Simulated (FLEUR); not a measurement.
# GdN: parallel and opposed starts, part 3 of 3

Wanted: the moments of GdN and the energy of each order that was tried.

FLEUR MaX-R8.1; LDA (VWN) with U = 6.7 eV, J = 0.7 eV on Gd f; all-electron FLAPW, Dirac cores, scalar-relativistic bands.

So far, largest spin moment in the muffin-tin sphere (μB): step 2 (order 1, typed as ferro +) 7.04; step 3 (start 2: antiferro q=(0,1/2,1/2) +-) 7.03; step 4 (run 3 (antiferro q=(0,0,1/2) +-)) 7.04.

The database entry behind the starting cell differs from later determinations by our own check (about 0.3 % long), so it need not match the best structure at ambient conditions.

## 5. Another try

An input with a fault is tried, to see how the program answers.

inp.xml reads:

```
<?xml version="1.0" encoding="UTF-8" standalone="no"?>
<fleurInput fleurInputVersion="0.39">
   <comment>
      GdN
   </comment>
   <calculationSetup>
      <cutoffs Kmax="3.61" Gmax="10.8" GmaxXC="10.8" numbands="0"/>
      <scfLoop itmax="100" minDistance="0.0001" maxIterBroyd="15" imix="Anderson" alpha="0.05" precondParam="0.0" spinf="2.0" sdNocoIR="T"/>
      <coreElectrons ctail="T" frcor="F" kcrel="0" coretail_lmax="0"/>
      <xcFunctional name="vwn" relativisticCorrections="F"/>
      <magnetism jspins="2"/>
      <soc l_soc="F" theta="0.0" phi="0.0" spav="F"/>
      <expertModes spex="0" secvar="F"/>
      <geometryOptimization l_f="F" forcealpha="1.0" forcemix="BFGS" epsdisp="0.00001" epsforce="0.00001"/>
      <ldaU l_linMix="F" mixParam="0.05" spinf="1.0"/>
   </calculationSetup>
   <cell>
      <bzIntegration valenceElectrons="23.0" mode="hist" fermiSmearingEnergy="0.00110248">
         <kPointListSelection listName="mesh"/>
         <xi:include xmlns:xi="http://www.w3.org/2001/XInclude" href="kpts.xml"> </xi:include>
      </bzIntegration>
      <xi:include xmlns:xi="http://www.w3.org/2001/XInclude" href="sym.xml"> </xi:include>
      <bulkLattice scale="1.0">
         <bravaisMatrix>
            <row-1>    0.0000000000000000     4.7233704484376995     4.7233704484376995</row-1>
            <row-2>    4.7233704484376995     0.0000000000000000     4.7233704484376995</row-2>
            <row-3>    4.7233704484376995     4.7233704484376995     0.0000000000000000</row-3>
         </bravaisMatrix>
      </bulkLattice>
   </cell>
   <atomSpecies>
      <species name="Gadolinium7.000" element="Gd" atomicNumber="64">
         <mtSphere radius="2.8" gridPoints="925" logIncrement="0.014"/>
         <atomicCutoffs lmax="10" lnonsphr="8"/>
         <electronConfig flipSpins="F">
            <coreConfig>(1s1/2) (2s1/2) (2p1/2) (2p3/2) (3s1/2) (3p1/2) (3p3/2) (4s1/2) (3d3/2) (3d5/2) (4p1/2) (4p3/2) (4d3/2) (4d5/2)</coreConfig>
            <valenceConfig>(5s1/2) (5p1/2) (5p3/2) (6s1/2) (4f5/2) (4f7/2) (5d3/2) (5d5/2)</valenceConfig>
            <stateOccupation state="(4f5/2)" spinUp="2.5" spinDown="0.5"/>
            <stateOccupation state="(4f7/2)" spinUp="4.0" spinDown="0.0"/>
            <stateOccupation state="(5d3/2)" spinUp="0.4" spinDown="0.0"/>
            <stateOccupation state="(5d5/2)" spinUp="0.6" spinDown="0.0"/>
         </electronConfig>
         <energyParameters s="6" p="6" d="5" f="4"/>
         <ldaU l="3" U="6.7" J="0.7" l_amf="F"/>
         <lo type="SCLO" l="0" n="5" eDeriv="0"/>
         <lo type="SCLO" l="1" n="5" eDeriv="0"/>
      </species>
      <species name="Nitrogen (N)" element="N" atomicNumber="7">
         <mtSphere radius="1.66" gridPoints="549" logIncrement="0.019"/>
         <atomicCutoffs lmax="6" lnonsphr="4"/>
         <electronConfig flipSpins="F">
            <coreConfig>(1s1/2)</coreConfig>
            <valenceConfig>(2s1/2) (2p1/2) (2p3/2)</valenceConfig>
            <stateOccupation state="(2p1/2)" spinUp="0.500000" spinDown="0.500000"/>
            <stateOccupation state="(2p3/2)" spinUp="1.000000" spinDown="1.000000"/>
         </electronConfig>
         <energyParameters s="2" p="2" d="3" f="4"/>
      </species>
   </atomSpecies>
   <atomGroups>
      <atomGroup species="Gadolinium7.000">
         <relPos label="                   1">.0000000000 .0000000000 .0000000000</relPos>
         <force calculate="T" relaxXYZ="TTT"/>
      </atomGroup>
      <atomGroup species="Nitrogen (N)">
         <relPos label="                   2">1.000/2.000 1.000/2.000 1.000/2.000</relPos>
         <force calculate="T" relaxXYZ="TTT"/>
      </atomGroup>
   </atomGroups>
   <output dos="F" band="F" slice="F">
      <bandDOS minEnergy="-.5*Htr" maxEnergy="0.5*Htr" sigma="0.015" storeEVData="T"/>
      <plotting iplot="0" polar="F">
         <plot TwoD="T" vec1="  1.0  0.0  0.0" vec2="  0.0  1.0  0.0" vec3="  0.0  0.0  1.0" zero="  0.0  0.0  0.0" file="plot"/>
      </plotting>
      <moessbauerParams electricFieldGradient="F" isomerShift="F" coreHyperfine="F" valenceHyperfine="F"/>
   </output>
</fleurInput>
```

crystal.txt reads:

```
GdN
&input film=F cartesian=F /
0.00000000000  2.49950000000  2.49950000000
2.49950000000  0.00000000000  2.49950000000
2.49950000000  2.49950000000  0.00000000000
1.8897261246
1.0 1.0 1.0

2
64 0.00000000000  0.00000000000  0.00000000000 : 7.000
7 0.50000000000  0.50000000000  0.50000000000

&kpt div1=8 div2=8 div3=8 gamma=T /
```

Command:

```
$ OMP_NUM_THREADS=1 inpgen -f crystal.txt > inpgen.log  # inp.xml is then edited as shown
$ OMP_NUM_THREADS=4 fleur_MPI > fleur.log
```

Output:

```text
Welcome to FLEUR        (www.flapw.de)
      MaX-Release 8.1          (www.max-centre.eu)
**************FLEUR-Error*****************
Error message: No kPointList named: mesh found.
Error from PE:0/1
*****************************************
```

Run time: 2.6 s. Hardware: 1 MPI rank of AMD EPYC 9R45, shared host; peak memory 0.08 GiB.

The program refused the input before any cycle.

The program's message: “No kPointList named: mesh found.”

The fault in the input: a k list that isn't there.

listName must name a list in kpts.xml.

## 6. Energies of the orders

Free energies are divided by the number of seeded atoms, so that cells of unlike size compare. Wavevectors q in the names are fractions of the primitive cell's reciprocal vectors.

Orders:

```csv
start,final state,typed order kept,energy over the lowest (meV a seeded atom),largest sphere moment (μB),net moment (μB a primitive cell),mesh matched,CPU time (s)
ferro +,"ferromagnetic, with opposed induced moments",yes,0,7.044,7,yes,23.27
"antiferro q=(0,1/2,1/2) +-",antiferromagnetic,yes,7.219,7.029,0,yes,117
"antiferro q=(0,0,1/2) +-",antiferromagnetic,yes,3.786,7.043,0,yes,101.9
```

## 7. Spin–orbit coupling, moments along [001]

Spin–orbit coupling ties the spins to the lattice and lets orbital moments form.

A new self-consistent run of the start ferro +, with the moments along z. Here n_mmp_mat seeds f states of whole m by Hund's three rules. The k list default-1 (kpts.xml, not shown) is a Γ-centred 8×8×8 mesh.

inp.xml reads:

```
<?xml version="1.0" encoding="UTF-8" standalone="no"?>
<fleurInput fleurInputVersion="0.39">
   <comment>
      GdN
   </comment>
   <calculationSetup>
      <cutoffs Kmax="3.61" Gmax="10.8" GmaxXC="10.8" numbands="63"/>
      <scfLoop itmax="130" minDistance="0.0001" maxIterBroyd="15" imix="Anderson" alpha="0.05" precondParam="0.0" spinf="2.0" sdNocoIR="T"/>
      <coreElectrons ctail="T" frcor="F" kcrel="0" coretail_lmax="0"/>
      <xcFunctional name="vwn" relativisticCorrections="F"/>
      <magnetism jspins="2"/>
      <soc l_soc="T" theta="0.0" phi="0.0" spav="F"/>
      <expertModes spex="0" secvar="F"/>
      <geometryOptimization l_f="F" forcealpha="1.0" forcemix="BFGS" epsdisp="0.00001" epsforce="0.00001"/>
      <ldaU l_linMix="F" mixParam="0.05" spinf="1.0"/>
   </calculationSetup>
   <cell>
      <bzIntegration valenceElectrons="23.0" mode="hist" fermiSmearingEnergy="0.00110248">
         <kPointListSelection listName="default-1"/>
         <xi:include xmlns:xi="http://www.w3.org/2001/XInclude" href="kpts.xml"> </xi:include>
      </bzIntegration>
      <xi:include xmlns:xi="http://www.w3.org/2001/XInclude" href="sym.xml"> </xi:include>
      <bulkLattice scale="1.0">
         <bravaisMatrix>
            <row-1>    0.0000000000000000     4.7233704484376995     4.7233704484376995</row-1>
            <row-2>    4.7233704484376995     0.0000000000000000     4.7233704484376995</row-2>
            <row-3>    4.7233704484376995     4.7233704484376995     0.0000000000000000</row-3>
         </bravaisMatrix>
      </bulkLattice>
   </cell>
   <atomSpecies>
      <species name="Gadolinium7.000" element="Gd" atomicNumber="64">
         <mtSphere radius="2.8" gridPoints="925" logIncrement="0.014"/>
         <atomicCutoffs lmax="10" lnonsphr="8"/>
         <electronConfig flipSpins="F">
            <coreConfig>(1s1/2) (2s1/2) (2p1/2) (2p3/2) (3s1/2) (3p1/2) (3p3/2) (4s1/2) (3d3/2) (3d5/2) (4p1/2) (4p3/2) (4d3/2) (4d5/2)</coreConfig>
            <valenceConfig>(5s1/2) (5p1/2) (5p3/2) (6s1/2) (4f5/2) (4f7/2) (5d3/2) (5d5/2)</valenceConfig>
            <stateOccupation state="(4f5/2)" spinUp="2.5" spinDown="0.5"/>
            <stateOccupation state="(4f7/2)" spinUp="4.0" spinDown="0.0"/>
            <stateOccupation state="(5d3/2)" spinUp="0.4" spinDown="0.0"/>
            <stateOccupation state="(5d5/2)" spinUp="0.6" spinDown="0.0"/>
         </electronConfig>
         <energyParameters s="6" p="6" d="5" f="4"/>
         <ldaU l="3" U="6.7" J="0.7" l_amf="F"/>
         <lo type="SCLO" l="0" n="5" eDeriv="0"/>
         <lo type="SCLO" l="1" n="5" eDeriv="0"/>
      </species>
      <species name="Nitrogen (N)" element="N" atomicNumber="7">
         <mtSphere radius="1.66" gridPoints="549" logIncrement="0.019"/>
         <atomicCutoffs lmax="6" lnonsphr="4"/>
         <electronConfig flipSpins="F">
            <coreConfig>(1s1/2)</coreConfig>
            <valenceConfig>(2s1/2) (2p1/2) (2p3/2)</valenceConfig>
            <stateOccupation state="(2p1/2)" spinUp="0.500000" spinDown="0.500000"/>
            <stateOccupation state="(2p3/2)" spinUp="1.000000" spinDown="1.000000"/>
         </electronConfig>
         <energyParameters s="2" p="2" d="3" f="4"/>
      </species>
   </atomSpecies>
   <atomGroups>
      <atomGroup species="Gadolinium7.000">
         <relPos label="                   1">.0000000000 .0000000000 .0000000000</relPos>
         <force calculate="T" relaxXYZ="TTT"/>
      </atomGroup>
      <atomGroup species="Nitrogen (N)">
         <relPos label="                   2">1.000/2.000 1.000/2.000 1.000/2.000</relPos>
         <force calculate="T" relaxXYZ="TTT"/>
      </atomGroup>
   </atomGroups>
   <output dos="F" band="F" slice="F">
      <bandDOS minEnergy="-.5*Htr" maxEnergy="0.5*Htr" sigma="0.015" storeEVData="T"/>
      <plotting iplot="0" polar="F">
         <plot TwoD="T" vec1="  1.0  0.0  0.0" vec2="  0.0  1.0  0.0" vec3="  0.0  0.0  1.0" zero="  0.0  0.0  0.0" file="plot"/>
      </plotting>
      <moessbauerParams electricFieldGradient="F" isomerShift="F" coreHyperfine="F" valenceHyperfine="F"/>
   </output>
</fleurInput>
```

crystal.txt reads:

```
GdN
&input film=F cartesian=F /
0.00000000000  2.49950000000  2.49950000000
2.49950000000  0.00000000000  2.49950000000
2.49950000000  2.49950000000  0.00000000000
1.8897261246
1.0 1.0 1.0

2
64 0.00000000000  0.00000000000  0.00000000000 : 7.000
7 0.50000000000  0.50000000000  0.50000000000

&soc 0.0000000 0.0000000 /
&kpt div1=8 div2=8 div3=8 gamma=T /
```

Command:

```
$ OMP_NUM_THREADS=1 inpgen -f crystal.txt > inpgen.log  # inp.xml is then edited as shown
$ OMP_NUM_THREADS=1 mpirun -n 4 fleur_MPI > fleur.log
```

Output:

```text
[banner, memory and clock lines left out]
Welcome to FLEUR        (www.flapw.de)
      MaX-Release 8.1          (www.max-centre.eu)

 ========== k-point set info ==========
 Selected k-point list: default-1
 k-point list type: mesh
 0 x 0 x 0
 Number of k points: 80

 [... set-up left out ...]
 Iteration:     1   Distance:      26.94115096 me/bohr^3
 Iteration:     2   Distance:      25.95207360 me/bohr^3
 Iteration:     3   Distance:      19.68389952 me/bohr^3
 Iteration:     4   Distance:      14.13930489 me/bohr^3
 Iteration:     5   Distance:       2.60329366 me/bohr^3
 Iteration:     6   Distance:       1.13137238 me/bohr^3
 Iteration:     7   Distance:       0.90601485 me/bohr^3
 Iteration:     8   Distance:       0.52336290 me/bohr^3
 Iteration:     9   Distance:       0.05102980 me/bohr^3
 Iteration:    10   Distance:       0.02493198 me/bohr^3
 Iteration:    11   Distance:       0.00768329 me/bohr^3
 Iteration:    12   Distance:       0.00210553 me/bohr^3
 Iteration:    13   Distance:       0.00150561 me/bohr^3
 Iteration:    14   Distance:       0.00102810 me/bohr^3
 Iteration:    15   Distance:       0.00029200 me/bohr^3
 Iteration:    16   Distance:       0.00027905 me/bohr^3
 Iteration:    17   Distance:       0.00020384 me/bohr^3
 Iteration:    18   Distance:       0.00008178 me/bohr^3

 ********************************************************************
 Run finished successfully
 Stop message:
   all done
 ********************************************************************

--- out.xml (last complete iteration) ---
<iteration numberForCurrentRun="   18" overallNumber="   18">
         [... left out ...]
         <bandgap value="0.0688965781" units="eV"/>
         <sumValenceSingleParticleEnergies value="-2.7148777550" units="Htr"/>
         <FermiEnergy value="0.3296454133" units="Htr"/>
         [... left out ...]
         <magneticMomentsInMTSpheres units="muBohr">
            <globalMagMoment atomType="1" vec="0.00000   0.00000   7.03491"/>
            <globalMagMoment atomType="2" vec="0.00000   0.00000  -0.10488"/>
         </magneticMomentsInMTSpheres>
         <orbitalMomentsInMTSpheres units="muBohr">
            <globalMagMoment atomType="1" vec="0.00000   0.00000   0.00002"/>
            <globalMagMoment atomType="2" vec="0.00000   0.00000  -0.00050"/>
         </orbitalMomentsInMTSpheres>
         [... left out ...]
         <totalEnergy value="   -11327.5418994101" units="Htr">
            <sumOfEigenvalues value="    -6960.1553048935">
               <coreElectrons value="-6957.4404271385"/>
               <valenceElectrons value="-2.7148777550"/>
            </sumOfEigenvalues>
         [... left out ...]
            <freeEnergy value="-11327.5419177350"/>
            <extrapolationTo0K value="-11327.5419085725"/>
         </totalEnergy>
         [... left out ...]
         <ldaUDensityMatrixConvergence>
            <distance spin="1" distance="0.000000"/>
            <distance spin="2" distance="0.000000"/>
         </ldaUDensityMatrixConvergence>
         <densityConvergence units="me/bohr^3">
            <chargeDensity spin="1" distance="0.0000739764"/>
            <chargeDensity spin="2" distance="0.0000211006"/>
            <overallChargeDensity distance="0.0000717472"/>
            <spinDensity distance="0.0000817792"/>
         </densityConvergence>
      </iteration>
```

Wall time 20 s (4 MPI ranks); peak memory 0.32 GiB; 78 s of CPU time.

Read from the output:

* free energy: -308238.1183 eV
* program's band gap on this mesh (in a metal only a level spacing): 0.06890 eV
* magnetization: 6.991 μB
* final state: ferromagnetic, with opposed induced moments
* largest moment: 7.035 μB
* orbital moment along the spin: 0 μB

Orbital moment in the sphere, along the spin axis by atom:

```csv
atom,"orbital moment in the sphere, along the spin axis (μB)"
Gd1,0.0000
N2,-0.0005
```

## 8. Outcome

| Quantity | Value |
| --- | --- |
| lowest state found | ferromagnetic (typed ferro +) |
| largest site spin moment | 7.04 μB |
| next finished state | antiferromagnetic, 3.79 meV a seeded atom higher |
| orbital moment on the atom of largest spin, along its spin (spin–orbit run) | 2.0e-5 μB |
| spin plus orbital moment | Gd 7.03 μB |

**Reading.** The lowest state found is ferromagnetic, reached from the start ferro +, with moments up to 7.04 μB. The next finished state costs 3.8 meV a seeded atom. The shell is near half filling, where Hund's rules give no orbital moment. Only 3 starts were tried; other patterns of signs, canted and longer-period orders were not. The f shell is half filled, so the spin-only picture is fair.

[Logs and program files are shortened in this print: banners, set-up blocks, solver, clock and traceback lines can be left out without a mark of their own.]

[Logs are printed without paths, hosts, clocks, repeated set-up lines and the standing remarks that a program may print on its own settings, such as how far it seeks lower states.]

[Hosts, paths, dates, database ids (printed as entryN), source tags and the programs' standing remarks are cut or masked in the printed files.]

[Where a cell is said to come from a database of computed structures, the database is the Materials Project.]
